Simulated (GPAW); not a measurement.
# BaTiO3 (Pm-3m): one start, several treatments of the self-energy

Aim: compare treatments of exchange, screening and correlation for the gap of BaTiO3 (Pm-3m).

Program: GPAW 26.7.0. Level of theory: PBE and many-body steps on it, plane waves. Results are calculated unless marked as measured.

**Experimental background.**

- Gap 3.2 eV: optical gap from first-derivative diffuse reflectance spectrum; UV-vis diffuse reflectance; powder (“Influence of Rapid Heat Treatment on the Photocatalytic Activity and Stability of Barium Titanates Against a Broad Range of Pollutants”, 2024, pmc:11596716).

- Gap 3.28 eV: optical gap from first-derivative diffuse reflectance spectrum; UV-vis diffuse reflectance; powder (commercial cubic reference powder, crystallite size 31.8 nm) (“Influence of Rapid Heat Treatment on the Photocatalytic Activity and Stability of Barium Titanates Against a Broad Range of Pollutants”, 2024, pmc:11596716).

Most raw output is cut from this account.

## 1. Set-up

The structure is cubic, space group Pm-3m (No. 221). The conventional cell has a = 4.006 Å, b = 4.006 Å, c = 4.006 Å, α = 90.00°, β = 90.00°, γ = 90.00°. Nearest to Ba lie 12 O at 2.83 Å. Nearest to Ti lie 6 O at 2.00 Å. Nearest to O lie 2 Ti at 2.00 Å and 4 Ba at 2.83 Å. Farther neighbours and most contacts between anions are not listed.

Coordinates:

```cif
data_structure
_symmetry_space_group_name_H-M 'Pm-3m'
_symmetry_Int_Tables_number 221
_cell_length_a 4.0060
_cell_length_b 4.0060
_cell_length_c 4.0060
_cell_angle_alpha 90.000
_cell_angle_beta 90.000
_cell_angle_gamma 90.000
_cell_volume 64.29
loop_
_atom_site_label
_atom_site_type_symbol
_atom_site_symmetry_multiplicity
_atom_site_Wyckoff_symbol
_atom_site_fract_x
_atom_site_fract_y
_atom_site_fract_z
_atom_site_occupancy
Ba1 Ba 1 b 0.50000 0.50000 0.50000 1
Ti1 Ti 1 a 0.00000 0.00000 0.00000 1
O1 O 3 d 0.50000 0.00000 0.00000 1
```

The cell and positions come from the Crystallography Open Database and are kept as given unless a step says otherwise. Spin-orbit coupling is left out unless a step names it.

## 2. Empty states on the mesh, 4×4×4 mesh, 347 bands

This step: GPAW 26.7.0; DFT, PBE, plane waves, PAW.

The sums over transitions need many empty states on a uniform mesh; this step solves for them.

The input, run.py:

```python
import json
import numpy as np
from gpaw.mpi import world
from gpaw import GPAW

calc = GPAW('gs.gpw').fixed_density(kpts={'size': (4, 4, 4), 'gamma': True},
    parallel={'domain': 1, 'band': 1},
    txt='nscf.txt')
calc.diagonalize_full_hamiltonian(nbands=347)
calc.write('full.gpw', mode='all')
res = {}
kpts = calc.get_ibz_k_points()
res['kpts'] = kpts
res['eigenvalues'] = [calc.get_eigenvalues(kpt=k) for k in range(len(kpts))]
res['n_electrons'] = calc.get_number_of_electrons()

if world.rank == 0:
    with open('result.json', 'w') as f:
        json.dump(res, f, default=lambda x: x.tolist())
```

Command:

```bash
$ mpirun -n 8 gpaw python run.py
```

Elapsed: 15 s, on 8 MPI ranks of Intel Xeon Platinum 8488C (Sapphire Rapids), shared host; peak memory 3.8 GiB.

This step gave:

| Quantity | Value |
| --- | --- |
| gap | 1.781 eV |
| k of the valence top | 0.5, 0.5, 0.5 |
| k of the conduction bottom | 0, 0, 0 |
| least direct gap | 1.918 eV |
| k points computed | 10 |
| lowest point of the top converged band, above the valence top | 158.9970 eV |

On this mesh the gap is 1.781 eV.

## 3. G0W0, Godby-Needs plasmon pole

G0W0 replaces the xc potential by the self-energy, built once from these orbitals. Only a window of levels is corrected, while the sums run over the empty bands that the input names.

This step: G0W0 with a vertex from the rALDA kernel on PBE, plane waves, PAW.

The input, run.py:

```python
import json
import numpy as np
from gpaw.mpi import world
from gpaw.response.g0w0 import G0W0

gw = G0W0('full.gpw',
    filename='gw',
    kpts=[0, 9],
    bands=(18, 22),
    ecut=175,
    nbands=337,
    integrate_gamma='WS',
    ppa=True,
    xc='rALDA',
    fxc_mode=None,
    fxc_modes=['GWP', 'GWS', 'GWG'],
    do_GW_too=True)
gw.calculate()
res = {mode: {k: v for k, v in r.items() if k != 'sigma_eskwn'}
       for mode, r in gw.all_results.items()}

if world.rank == 0:
    with open('result.json', 'w') as f:
        json.dump(res, f, default=lambda x: x.tolist())
```

Command:

```bash
$ mpirun -n 8 gpaw python run.py
```

The job ended after 13 min (8 MPI ranks; peak memory 15 GiB; 1.7 h of CPU time).

This step gave:

- gap with the vertex in the polarisability: 3.284 eV
- gap with the vertex in the self-energy: 3.785 eV
- gap with the vertex in both: 3.552 eV
- G0W0 gap on the points computed: 3.535 eV
- least direct G0W0 gap on the computed points: 3.669 eV
- Z at the valence top: 0.7503
- Z at the conduction bottom: 0.7656
- starting gap on the mesh: 1.781 eV
- k of the valence top: 0.5, 0.5, 0.5
- k of the conduction bottom: 0, 0, 0

The gap on the mesh goes from 1.78 eV to 3.54 eV, a correction of +1.75 eV.

## 4. G0W0 with rALDA vertex

run.py, as its differences from that of step 3:

```diff
@@ -9,4 +9,4 @@
     bands=(18, 22),
-    ecut=175,
-    nbands=337,
+    ecut=105,
+    nbands=157,
     integrate_gamma='WS',
@@ -14,5 +14,3 @@
     xc='rALDA',
-    fxc_mode=None,
-    fxc_modes=['GWP', 'GWS', 'GWG'],
-    do_GW_too=True)
+    fxc_mode='GWG')
 gw.calculate()
```

Command:

```bash
$ mpirun -n 8 gpaw python run.py
```

It took 2.2 min on 8 MPI ranks; peak memory 7.7 GiB.

This step gave:

| Property | Result |
| --- | --- |
| quasiparticle gap on the points computed | 3.442 eV |
| least direct quasiparticle gap on the computed points | 3.569 eV |
| Z at the valence top | 0.7585 |
| Z at the conduction bottom | 0.7695 |
| starting gap on the mesh | 1.781 eV |
| k of the valence top | 0.5, 0.5, 0.5 |
| k of the conduction bottom | 0, 0, 0 |

Against G0W0 in GPAW (4×4×4 mesh, 337 bands, screening to 175 eV, Godby-Needs plasmon pole), the gap moves by −0.093 eV.

## 5. The runs together

Times are wall times on 8 MPI ranks of Intel Xeon Platinum 8488C (Sapphire Rapids), shared host, good to a factor of about two.

```csv
run,mesh,bands,screening cutoff (eV),DFT gap (eV),gap on the mesh (eV),direct (eV),time
"G0W0, Godby-Needs plasmon pole",4×4×4,337,175,1.781,3.535,3.669,13 min
G0W0 with rALDA vertex,4×4×4,157,105,1.781,3.442,3.569,2.2 min
```

## 6. Outcome

| Item | Value |
| --- | --- |
| G0W0, Godby-Needs plasmon pole | 3.535 eV |
| G0W0 with rALDA vertex | 3.442 eV |
| known limits | not at the basis limit; no spin-orbit coupling; coarse k mesh |

G0W0 with rALDA vertex: −0.093 eV against G0W0, Godby-Needs plasmon pole, at other bands or cutoff, so not like for like. With the rALDA kernel as a vertex the gap is 3.28 eV (in the polarisability), 3.78 eV (in the self-energy) and 3.55 eV (in both), against 3.54 eV without. Against experiment, by G0W0, Godby-Needs plasmon pole: the gap of 3.54 eV lies +0.34 eV from the measured 3.2 eV (optical, 2024); the gap of 3.54 eV lies +0.26 eV from the measured 3.28 eV (optical, 2024). An exciton line or allowed optical edge lies below the quasiparticle gap by the binding energy; a forbidden edge can push the onset above it. These are gaps on the mesh, at modest bands and cutoff. The calculation has static nuclei and no excitons; a measured gap holds zero-point and thermal motion, which mostly lowers it. Bands and cutoff are finite, so the gap is not at the basis limit. The miss can reach some tenths of an eV and take either sign; the mesh is an error of its own. These stock PAW sets were not made for GW. In the G0W0 runs levels were corrected at 2 k points alone, so a gap called «on the mesh» is the least over those, and an edge elsewhere would be missed. The 4×4×4 mesh is coarse for this cell, which bears on the long-range parts of exchange and screening. This is the ideal cubic cell; many perovskites, halides above all, are cubic only on average, and local tilts or off-centring can widen the gap. The many-body steps are scalar-relativistic: spin-orbit coupling is not in them.

[Paths, hosts, dates, memory and timing lines, banners, echoed tables and standing remarks are left out of the program output.]

[Logs are printed without paths, hosts, clocks, repeated set-up lines and the standing remarks that a program may print on its own settings, such as how far it seeks lower states.]

[Runs of the session that timed out or met a known fault of the program may be left out.]

[Hosts, paths, dates, database ids (printed as entryN), source tags and the programs' standing remarks are cut or masked in the printed files.]
